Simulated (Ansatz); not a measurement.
# A hypothetical structure for Na3V, part 2 of 2

This structure for Na3V is made up. Its elements were placed in a known structure type with a cell scaled to their sizes. What cell does the guess relax to, and how far off was it?

Ansatz 0.2.0; DFT, PBEsol, plane-wave PAW, files of the set soft_1, scalar-relativistic, ferromagnetic start, cell and ions relaxed at zero pressure; PAW set soft_1 (the session's first sound run).

So far, absolute magnetization (μB): step 2 (relaxation of the guess) 4.64. The relaxed cell has a = 7.699 Å (conventional setting).

**3. Bands of the relaxed cell**

With the geometry fixed, one more self-consistent run, with a narrower smearing and the mesh shown in its input, gives the bands, and its pressure, and its forces where symmetry allows any, show how far the geometry depends on these settings.

This step: DFT, PBEsol, plane-wave PAW, files of the set soft_1, scalar-relativistic, ferromagnetic start, bands and density of states at the relaxed cell; PAW set soft_1 (Ansatz 0.2.0).

The input, input.yaml:

```yaml
crystal:
  lattice:
    - [0.0, 3.8497441213, 3.8497441213]
    - [3.8497441213, 0.0, 3.8497441213]
    - [3.8497441213, 3.8497441213, 0.0]
  atoms:
    - { symbol: V, position: [0.0, 0.0, 0.0], spin: 3.5 }
    - { symbol: Na, position: [0.75, 0.75, 0.75] }
    - { symbol: Na, position: [0.25, 0.25, 0.25] }
    - { symbol: Na, position: [0.5, 0.5, 0.5] }
magnetization:
  spin_polarized: true
kpoints:
  mp_grid: { grid: [8, 8, 8] }
  band_path:
    path:
      - [[0.0, 0.0, 0.0], [0.5, 0.0, 0.5], [0.5, 0.25, 0.75], [0.375, 0.375, 0.75], [0.0, 0.0, 0.0], [0.5, 0.5, 0.5], [0.625, 0.25, 0.625], [0.5, 0.25, 0.75], [0.5, 0.5, 0.5], [0.375, 0.375, 0.75]]
      - [[0.625, 0.25, 0.625], [0.5, 0.0, 0.5]]
    npoints: 8
scf:
  occupations: { method: fermi_dirac, width: 0.03 }
  n_extra_bands: 10
hamiltonian:
  xc: pbesol
  pseudopotentials: { kind: paw, azcp: { folder: soft_1 }, xc_functional: pbe }
output:
  forces: true
  stress: true
  write_bands: true
  dos: { projected: true }
  write_density: true
  write_potential: true
  elf: true
  volumetric_format: npy
```

Started as:

```
$ ansatz run input.yaml --threads 4 --pin off --max-ram 8192MiB --backend cpu --events-out ev --progress --plain --runs-dir out
```

Numbers of over 12 decimals in the logs are rounded to 6 here.

The log of the run:

```text
Warning: where an SCF of this run starts from atoms to list the orders of its open shells, V (site 0, from 0) starts with 3.00 μB on its 3d shell, in the place of the 3.50 μB that the deck gives it: its open shells can hold no more by Hund's first rule. To start from spheres of the given moment, type scf.initial_density.shell_occupations: []
[...]
Crystal: 4 atoms, lattice volume = 114.110 Å³
Basis set: ecut = 420 eV, 2229 PW (Γ), exchange–correlation on 80×80×80 points (8 copies of the dense FFT grid, shifted against one another)
Bands: 30, of which v1, the nominal top of the filled ones, is band 20 counted from 1 (19 counted from 0)
Symmetry: 48 space group operations
[...]
k-points: 29 of 512
[...]
Starting moments: Σ|m| = 3.5 μB on 1 of 4 sites
[...]
SCF iter  15: F=-7309.562361 eV  HF=-7309.562361 eV  |F-HF|=3.20e-9  |Δ(HF+E_count)|=  9.44e-10  Δρ=1.39e-6 (↑1.39e-6 ↓2.13e-7)  dr2=3.24e-9  dr2_m=4.06e-10  M=4.500 μB ∫|m|=4.500 μB  ethr=1.95e-11  ⟨swp⟩=4.7  Hψ=7649  notcnv=0
SCF 1 converged in 15 iterations: F = -7309.562361 eV  dr2 = 3.24e-9
[...]
at 1 of the mixer's solves, the last at iteration 3, it left a direction of its history that read negative out of its fit and stepped the other way along it
the search or the solves at the SCF's close seem to have found levels that the self-consistency loop had missed (the run counts 2). By its estimate they hold under 1e-12 electrons; where the run keeps them, the occupations were computed again with them
NSCF: frozen V_eff on 82 k-points
SCF converged after 15 iterations
an eigenvalue changed by more than its tolerance at an iteration that met the thresholds in force, so the SCF went on 2 times, its first undamped step at iteration 13: the last check found none over its tolerance
Magnetization: 4.4998 μB (22.2499 up, 17.7501 down)
Absolute magnetization: 4.4999 μB (∫|ρ↑−ρ↓|, with the PAW one-centre terms)
[...]
Per-site moments (μB) at R_I (Å): [(3.494821, 1.375265), (0.088041, 1.375265), (0.088041, 1.375265), (0.032994, 1.375265)]
Free energy (F): -7309.562361 eV
[...]
Internal energy: -7309.544032 eV  (E = F + TS)
E sigma→0 (E₀):  -7309.553196 eV
Entropy (-TS):   -0.018329 eV (-4.582 meV/atom)
Fermi energy:    3.529835 eV
[...]
--- Stress (GPa, compression-positive) ---
        0.001090       0.000000      -0.000000
       -0.000000       0.001090      -0.000000
       -0.000000       0.000000       0.001090
  P = ⅓ Tr σ = 0.0011 GPa (0.011 kbar)
--- Band table (eV; the first three rows and the last of 58) ---
  k-point 0 ↑: bands = [... 16 lower, -0.7058, 3.1400, 3.1400, 3.1400, 3.3436, 3.3436, 6.1200, 6.1200, ... 6 higher]
  k-point 1 ↑: bands = [... 16 lower, -0.5829, 3.0928, 3.1575, 3.1575, 3.3345, 3.3345, 5.2683, 6.0253, ... 6 higher]
  k-point 2 ↑: bands = [... 16 lower, -0.2202, 2.8901, 3.1683, 3.1683, 3.3528, 3.3528, 4.0911, 5.8232, ... 6 higher]
  k-point 28 ↓: bands = [... 16 lower, 3.0309, 3.1789, 3.2730, 3.2730, 5.9088, 5.9754, 5.9754, 6.1937, ... 6 higher]
```

Wall time 4.3 s (4 threads of Intel Xeon 6975P-C (Granite Rapids), shared host); peak memory 0.62 GiB.

This step gave:

```
free energy             : -7309.5624 eV
energy at zero smearing : -7309.5532 eV
smearing term TS        : 0.01833 eV
Fermi energy            : 3.530 eV
magnetization           : 4.500 μB
absolute magnetization  : 4.500 μB
site moments            : 3.495, 0.08804, 0.08804, 0.03299 μB
pressure                : 0.001090 GPa
```

From bands.tsv, the bands that come nearest the Fermi level along the path, at its corners, in eV from the Fermi level:

| point | band_19_up | band_20_up | band_21_up | band_22_up | band_23_up | band_17_dn | band_18_dn | band_19_dn |
| --- | --- | --- | --- | --- | --- | --- | --- | --- |
| Γ | -0.39 | -0.19 | -0.19 | 2.59 | 2.59 | 1.81 | 1.81 | 1.81 |
| X | -0.44 | -0.05 | -0.05 | -0.05 | 0.62 | -0.79 | 1.03 | 1.31 |
| W | -1.04 | -0.12 | -0.05 | 0.15 | 0.15 | -0.35 | -0.26 | -0.26 |
| K | -0.49 | -0.20 | -0.09 | 0.09 | 0.29 | -0.59 | -0.52 | 1.39 |
| Γ | -0.39 | -0.19 | -0.19 | 2.59 | 2.59 | 1.81 | 1.81 | 1.81 |
| L | -0.41 | -0.16 | -0.06 | -0.06 | 2.02 | -1.42 | 1.65 | 1.65 |
| U | -0.49 | -0.20 | -0.09 | 0.09 | 0.29 | -0.59 | -0.52 | 1.39 |
| W | -1.04 | -0.12 | -0.05 | 0.15 | 0.15 | -0.35 | -0.26 | -0.26 |
| L | -0.41 | -0.16 | -0.06 | -0.06 | 2.02 | -1.42 | 1.65 | 1.65 |
| K | -0.49 | -0.20 | -0.09 | 0.09 | 0.29 | -0.59 | -0.52 | 1.39 |
| U | -0.49 | -0.20 | -0.09 | 0.09 | 0.29 | -0.59 | -0.52 | 1.39 |
| X | -0.44 | -0.05 | -0.05 | -0.05 | 0.62 | -0.79 | 1.03 | 1.31 |

Spin density in the ac plane of the conventional cell at fractional y = 0.000, with atoms of V and Na within 0.2 Å of it.

Ten even steps from '0' (0.0 e/Å³) to '9' (3.1 e/Å³), each cell a mean:
```
730000000000000000025
210000000000000000002
000000000000000000000
000000000000000000000
000000000000000000000
000000000000000000000
000000000000000000000
000000000000000000000
000000000121000000000
000000000375100000000
000000001497200000000
000000000243100000000
000000000010000000000
000000000000000000000
000000000000000000000
000000000000000000000
000000000000000000000
000000000000000000000
100000000000000000000
420000000000000000013
941000000000000000027
```
Columns run along a (7.7 Å), rows up along c (7.7 Å), edges of the conventional cell, whose origin can differ from the input's. Atoms in or near the plane, at fractional coordinates: V at (0.00, 0.00), V at (0.50, 0.50), Na at (0.50, 0.00), Na at (0.00, 0.50).

ELF in the ac plane of the conventional cell at fractional y = 0.000, with atoms of V and Na within 0.2 Å of it. It is the smooth field of the valence electrons, not physical close to the nuclei.

Values, 11 rows by 16 columns, each cell a mean:
```
0.63 0.43 0.22 0.38 0.41 0.13 0.18 0.47 0.48 0.31 0.07 0.33 0.43 0.25 0.33 0.59
0.25 0.24 0.35 0.46 0.45 0.32 0.14 0.10 0.10 0.11 0.25 0.42 0.46 0.40 0.27 0.24
0.41 0.44 0.46 0.44 0.42 0.45 0.44 0.40 0.39 0.43 0.45 0.43 0.43 0.46 0.45 0.42
0.13 0.19 0.32 0.42 0.46 0.43 0.33 0.26 0.25 0.30 0.40 0.46 0.44 0.37 0.23 0.14
0.41 0.22 0.09 0.36 0.45 0.28 0.26 0.49 0.53 0.35 0.23 0.40 0.43 0.16 0.11 0.38
0.43 0.44 0.07 0.30 0.41 0.23 0.40 0.68 0.70 0.53 0.22 0.35 0.39 0.10 0.28 0.49
0.30 0.13 0.12 0.39 0.46 0.31 0.24 0.39 0.42 0.27 0.26 0.42 0.44 0.21 0.09 0.26
0.22 0.28 0.39 0.43 0.45 0.45 0.38 0.31 0.30 0.36 0.44 0.46 0.43 0.40 0.32 0.23
0.37 0.41 0.46 0.45 0.43 0.43 0.40 0.34 0.32 0.38 0.43 0.43 0.44 0.46 0.43 0.38
0.31 0.24 0.30 0.44 0.45 0.27 0.09 0.14 0.17 0.09 0.18 0.40 0.46 0.36 0.23 0.28
0.68 0.50 0.22 0.36 0.40 0.10 0.23 0.51 0.46 0.39 0.07 0.31 0.42 0.23 0.37 0.65
```
Columns run along a (7.7 Å), rows up along c (7.7 Å), edges of the conventional cell, whose origin can differ from the input's. Atoms in or near the plane, at fractional coordinates: V at (0.00, 0.00), V at (0.50, 0.50), Na at (0.50, 0.00), Na at (0.00, 0.50).

Valence density in the ac plane of the conventional cell at fractional y = 0.000, with atoms of V and Na within 0.2 Å of it. It is the smooth field of the valence electrons, not physical close to the nuclei.

Ten steps, logarithmic in the rise over the least value, from '_' (0 e/Å³) to '@' (19 e/Å³), each cell a mean:
```
%%##--..________..**@@%%==__________::++%%
**==..____________::++==..__________..--++
::..__________________________________..::
__________________________________________
__________________________________________
__________________________________________
__________________________________________
__________________..::....________________
==::____________..==**++--..__________..==
@@**..________..--##%%%%++..__________==%%
@@##::________..==##@@%%**::__________++@@
##==..__________::**####==..__________::**
::..____________..::==--..______________..
____________________....__________________
__________________________________________
__________________________________________
__________________________________________
..______________________________________..
==::..____________..::..______________..--
##++::__________..==##**::__________..==##
@@##==..________::##@@@@==__________::**%%
```
Columns run along a (7.7 Å), rows up along c (7.7 Å), edges of the conventional cell, whose origin can differ from the input's. Atoms in or near the plane, at fractional coordinates: V at (0.00, 0.00), V at (0.50, 0.50), Na at (0.50, 0.00), Na at (0.00, 0.50).

**4. Outcome**

```
space group, relaxed : Fm-3m
conventional cell    : a = 7.699, b = 7.699, c = 7.699 Å; α = 90.0°, β = 90.0°, γ = 90.0°
volume per atom      : 28.53 Å³ (guess 27.11)
total moment         : 4.64 μB in the cell of 4 atoms
```

Na3V relaxes to Fm-3m with a = 7.699, b = 7.699 and c = 7.699 Å. The guessed volume was 5 % too small. The space group Fm-3m was held in the relaxation, so the end point is a stationary structure within it and may be a saddle against distortions or other arrangements. The input starts from parallel moments, and no other start was typed. Bands cross the Fermi level, so it is a metal or semimetal at this level. On the 8×8×8 mesh with the narrower smearing (relaxed on 6×6×6) the forces vanish, as symmetry may demand, and the largest stress component is 0.001 GPa, within the relaxation's thresholds of 0.015 eV/Å and 0.05 GPa. The cutoff wasn't tested. No dispersion term is used, so weakly bound directions may come out too long. Nothing here tests whether the compound is stable against decomposition.

[Logs are printed without paths, hosts, clocks, repeated set-up lines and the standing remarks that a program may print on its own settings, such as how far it seeks lower states.]

[Hosts, paths, dates, database ids (printed as entryN), source tags and the programs' standing remarks are cut or masked in the printed files.]
